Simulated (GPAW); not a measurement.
## Optical response of ZnS (Wurtzite-2H)

Aim: the dielectric function of ZnS (Wurtzite-2H), and the optical constants that follow from it. The cell comes from an older database entry, whose edges can differ from later determinations, mostly by under a per cent.

Main program and level: GPAW 26.7.0; DFT, PBE, plane-wave PAW (GPAW data sets), scalar-relativistic, RPA, optical limit.

Most raw output is cut from this account.

The database entry behind the starting cell differs from later determinations by our own check (about 0.4 % short), so it need not match the best structure at ambient conditions.

## (1) Starting point

Symmetry: P6_3mc, No. 186, hexagonal system. The conventional cell has a = 3.811 Å, b = 3.811 Å, c = 6.234 Å, α = 90.00°, β = 90.00°, γ = 120.00°. Nearest to Zn lie 4 S at 2.31 to 2.40 Å. S has 4 Zn at 2.31 to 2.40 Å nearest. Farther neighbours and most contacts between anions are not listed.

As a file:

```cif
data_structure
_symmetry_space_group_name_H-M 'P6_3mc'
_symmetry_Int_Tables_number 186
_cell_length_a 3.8110
_cell_length_b 3.8110
_cell_length_c 6.2340
_cell_angle_alpha 90.000
_cell_angle_beta 90.000
_cell_angle_gamma 120.000
_cell_volume 78.41
loop_
_atom_site_label
_atom_site_type_symbol
_atom_site_symmetry_multiplicity
_atom_site_Wyckoff_symbol
_atom_site_fract_x
_atom_site_fract_y
_atom_site_fract_z
_atom_site_occupancy
Zn1 Zn 2 b 0.66667 0.33333 0.50000 1
S1 S 2 b 0.66667 0.33333 0.88500 1
```

## (2) Ground state

First the ground state: is it a metal or has it a gap?

This step: DFT, PBE, plane-wave PAW (GPAW data sets), scalar-relativistic, ground state (GPAW 26.7.0).

The input, gs.py:

```python
from ase import Atoms
from ase.dft.bandgap import bandgap
from gpaw import GPAW, PW, FermiDirac

atoms = Atoms(['Zn', 'Zn', 'S', 'S'],
              cell=[[3.810999999987, 0.000000000000, 0.000000000000],
                    [-1.905499999994, 3.300422813811, 0.000000000000],
                    [0.000000000000, 0.000000000000, 6.234000000000]],
              scaled_positions=[[0.666666666667, 0.333333333333, 0.500000000000],
                                [0.333333333333, 0.666666666667, 0.000000000000],
                                [0.666666666667, 0.333333333333, 0.885000000000],
                                [0.333333333333, 0.666666666667, 0.385000000000]],
              pbc=[True, True, True])
atoms.calc = GPAW(mode=PW(500), xc='PBE', kpts={'size': (7, 7, 4), 'gamma': True},
                  occupations=FermiDirac(0.05), maxiter=150, txt='gs.txt')
print('energy (eV)', atoms.get_potential_energy())
print('Fermi level (eV)', atoms.calc.get_fermi_level())
print('valence electrons', atoms.calc.get_number_of_electrons())
print('gap (eV)', bandgap(atoms.calc, output=None)[0])
print('direct gap (eV)', bandgap(atoms.calc, direct=True, output=None)[0])
atoms.calc.write('gs.gpw')
```

The run is started by

```bash
OMP_NUM_THREADS=1 python gs.py
```

Wall time 22 s (1 thread of Arm Neoverse V2, shared host); peak memory 0.17 GiB.

Read-outs, printed or worked out from the files:

| Quantity | Value |
| --- | --- |
| energy | -13.79 eV |
| Fermi energy | 4.766 eV |
| gap on the k-mesh | 2.244 eV |
| direct gap on the mesh | 2.244 eV |
| electrons | 36 |

There is a gap, 2.24 eV on this mesh (points off the mesh can give less), so no carriers' term is needed.

## (3) Bands for the response

At the fixed density, many empty bands are solved on the mesh of the response, since the spectrum sums over them.

This step: DFT, PBE, plane-wave PAW (GPAW data sets), scalar-relativistic, bands at fixed density (GPAW 26.7.0).

The input, nscf.py:

```python
from ase.dft.bandgap import bandgap
from gpaw import GPAW, FermiDirac

calc = GPAW('gs.gpw').fixed_density(kpts={'size': (10, 10, 5), 'gamma': True}, nbands=62, convergence={'bands': 56},
                                    occupations=FermiDirac(0.001), txt='nscf.txt')
print('gap (eV)', bandgap(calc, output=None)[0])
print('direct gap (eV)', bandgap(calc, direct=True, output=None)[0])
print('top band over the Fermi level (eV)', min(calc.get_eigenvalues(kpt=k)[55] for k in range(len(calc.get_ibz_k_points()))) - calc.get_fermi_level())
calc.write('full.gpw', mode='all')
```

The run is started by

```bash
OMP_NUM_THREADS=1 python nscf.py
```

Run time: 2.8 min. Hardware: 1 thread; peak memory 0.3 GiB.

## (4) Dielectric function, RPA

Local fields let the induced charge screen the field inside the cell, which as a rule lowers ε, most along directions where the density is uneven.

This step: DFT, PBE, plane-wave PAW (GPAW data sets), scalar-relativistic, RPA, optical limit (GPAW 26.7.0).

The input, df.py:

```python
from gpaw.response.df import DielectricFunction

df = DielectricFunction('full.gpw', frequencies={'type': 'nonlinear', 'domega0': 0.03, 'omega2': 8},
                        ecut=60,
                        eta=0.2,
                        nbands=56,
                        txt='df.txt')
for direction in ['x', 'z']:
    df.get_dielectric_function(xc='RPA', direction=direction, filename=f'df_{direction}.csv')
```

The run is started by

```bash
OMP_NUM_THREADS=1 python df.py
```

Wall time 25 s (1 thread); peak memory 0.44 GiB.

Read-outs, printed or worked out from the files:

- electronic dielectric constant ε∞, mean over x, y and z (by symmetry where fewer were run): 5.522
- main peak of Im epsilon, first axis: 5.531 eV

Values under the direct gap are tails of Lorentzian lines. Im ε against photon energy; read off at these points:

```tsv
photon energy (eV)	E ∥ x	E ∥ z
0.00	0	0
0.50	0.0304	0.0329
1.00	0.0673	0.0734
1.50	0.126	0.140
2.00	0.317	0.374
2.50	0.536	0.680
3.00	1.33	1.50
3.50	1.97	1.55
4.00	2.74	2.56
4.50	4.81	4.56
5.00	6.39	8.78
5.50	8.79	9.81
6.00	7.11	5.86
6.50	7.25	6.70
6.66	7.51	7.09
7.00	7.20	6.95
7.50	5.84	5.44
8.00	4.50	4.50
8.50	4.58	4.25
9.00	3.97	3.61
9.50	3.08	3.08
10.00	2.84	2.71
10.50	2.94	2.73
11.00	2.34	2.17
11.50	1.80	1.92
12.00	1.76	1.72
12.50	1.51	1.23
13.00	1.22	1.09
13.50	1.02	1.09
14.00	0.955	1.06
14.50	0.831	0.860
15.00	0.705	0.832
15.50	0.644	0.723
16.00	0.567	0.659
16.50	0.507	0.575
17.00	0.501	0.547
17.50	0.466	0.466
18.00	0.430	0.414
18.50	0.481	0.434
19.00	0.472	0.440
19.50	0.424	0.443
20.00	0.397	0.415
20.50	0.379	0.396
21.00	0.334	0.305
21.50	0.307	0.313
```

Re ε against photon energy:

```tsv
photon energy (eV)	E ∥ x	E ∥ z
0	5.49	5.58
1	5.65	5.75
2	6.29	6.46
3	6.85	6.42
4	7.65	8.26
5	7.15	6.56
6	2.13	1.44
7	0.781	0.499
8	-0.541	-0.334
9	-1.19	-0.619
10	-0.587	-0.584
11	-1.27	-0.706
12	-0.786	-0.930
13	-0.688	-0.387
14	-0.444	-0.403
15	-0.280	-0.216
16	-0.0825	-0.0851
17	0.0976	0.0474
18	0.226	0.173
19	0.265	0.295
20	0.300	0.315
21	0.335	0.328
```

Refractive index n and extinction k against photon energy:

```tsv
photon energy (eV)	n, E ∥ x	k, E ∥ x	n, E ∥ z	k, E ∥ z
0	2.34	0	2.36	0
2	2.51	0.0632	2.54	0.0735
4	2.81	0.488	2.91	0.440
6	2.18	1.63	1.93	1.52
8	1.41	1.59	1.45	1.56
10	1.08	1.32	1.05	1.29
12	0.754	1.16	0.717	1.20
14	0.552	0.865	0.605	0.877
16	0.495	0.572	0.538	0.612
18	0.597	0.360	0.557	0.371
20	0.632	0.314	0.647	0.321
```

The Im ε, E ∥ x has structure finer than the step of the table below, so its rows give means over 1 eV, whole bins alone (the curve runs from 0 to 21.9 eV). Peaks (eV: height): without local fields 5.5: 10.5, 6.7: 10.5; with local fields 5.5: 8.83, 6.7: 7.52.

Values under the direct gap are tails of Lorentzian lines. The Im ε, E ∥ x by photon energy; means over each step:

```tsv
photon energy (eV)	without local fields	with local fields
1	0.0794	0.0708
2	0.374	0.357
3	1.19	1.14
4	3.24	2.96
5	7.63	6.53
6	9.29	7.42
7	9.38	6.87
8	6.25	4.79
9	4.39	4.03
10	3.10	2.87
11	2.05	2.37
12	1.48	1.73
13	1.03	1.22
14	0.806	0.934
15	0.629	0.719
16	0.500	0.565
17	0.448	0.494
18	0.381	0.450
19	0.347	0.466
20	0.291	0.397
21	0.221	0.337
```

The reflectivity at normal incidence has structure finer than the step of the table below, so its rows give means over 1 eV, whole bins alone (the curve runs from 0 to 21.9 eV). Peaks (eV: height): E ∥ x 5.6: 34.0, 7.2: 36.0, 8.9: 36.0, 11.1: 37.4, 12.6: 35.5; E ∥ z 5.5: 37.3, 7.2: 35.5, 9.4: 34.7, 10.7: 34.0, 12.3: 36.5, 14.1: 29.0.

Reflectivity at normal incidence against photon energy; means over each step:

```tsv
photon energy (eV)	E ∥ x (%)	E ∥ z (%)
1	16.7	17.0
2	18.4	18.8
3	20.9	20.8
4	24.6	25.3
5	29.9	33.3
6	31.5	30.7
7	34.0	33.3
8	32.2	32.3
9	34.5	32.7
10	30.3	30.6
11	35.2	31.8
12	32.5	33.9
13	34.2	29.0
14	30.4	26.6
15	27.8	23.7
16	22.7	21.4
17	16.1	17.7
18	11.3	12.7
19	9.81	8.87
20	8.71	8.37
21	7.35	7.31
```

From ε follow the optical constants at some laser and lamp lines:

```tsv
wavelength (nm)	n x	k x	R (%) x	1/α x	n z	k z	R (%) z	1/α z
800	2.43	0.028	17.4	2.3 µm	2.46	0.031	17.8	2.1 µm
633	2.50	0.057	18.4	888 nm	2.53	0.065	18.9	769 nm
450	2.65	0.163	20.6	219 nm	2.69	0.247	21.3	145 nm
405	2.62	0.239	20.4	135 nm	2.55	0.252	19.5	128 nm
365	2.78	0.287	22.6	101 nm	2.76	0.217	22.1	134 nm
248	2.89	1.105	29.3	18 nm	2.96	1.483	33.8	13 nm
193	2.29	1.518	30.2	10 nm	2.21	1.415	28.2	11 nm
```

Below the direct gap, k and the depth come from the tails of the Lorentzian lines, not from transitions.

Rows near the edge hang on the gap, which this functional as a rule makes too small, and phonon-assisted absorption is left out.

At 1064 nm the birefringence n(z) − n(x) is +0.021: the crystal is uniaxial positive at this level.

## (5) Summary of results

| Property | Result |
| --- | --- |
| electronic dielectric constant ε∞, mean over x, y and z (by symmetry where fewer were run) (RPA) | 5.52 |
| main peak of Im epsilon, first axis | 5.53 eV |

**Reading.** At this level (PBE, RPA) ZnS has a mean ε∞ = 5.52 and n = 2.36 at 1550 nm (E ∥ x), and Im ε peaks at 5.5 eV (E ∥ x). On the mesh the gap is 2.24 eV and the least direct gap 2.24 eV. Local fields change the static value along x from 6.19 to 5.49 (-11 %). Distinct maxima of Im ε, read by a parabola through the highest points, lie at 5.53 eV (8.8), 6.64 eV (7.5) and 8.66 eV (4.8) for E ∥ x. The static values by axis are 5.49 (x), 5.58 (z). At 1064 nm the birefringence n(z) − n(x) is +0.021: the crystal is uniaxial positive at this level. Excitons and phonon-assisted transitions are missing; PBE gaps are as a rule too small, which pulls the onset down and ε∞ up. The sum runs over mesh points, so small or evenly spaced maxima can still be ripples of the mesh. The mesh misses the corner K of the hexagonal zone, so gaps read from it can be too wide where band edges lie there. In this version of GPAW the matrix elements of the optical limit are incomplete, which can lower ε − 1 by up to a tenth where first-row anions or d states rule, and shift it by more in d metals.

[Machine, clock and banner lines and Python warnings are left out of the logs.]

[Logs are printed without paths, hosts, clocks, repeated set-up lines and the standing remarks that a program may print on its own settings, such as how far it seeks lower states.]

[Hosts, paths, dates, database ids (printed as entryN), source tags and the programs' standing remarks are cut or masked in the printed files.]
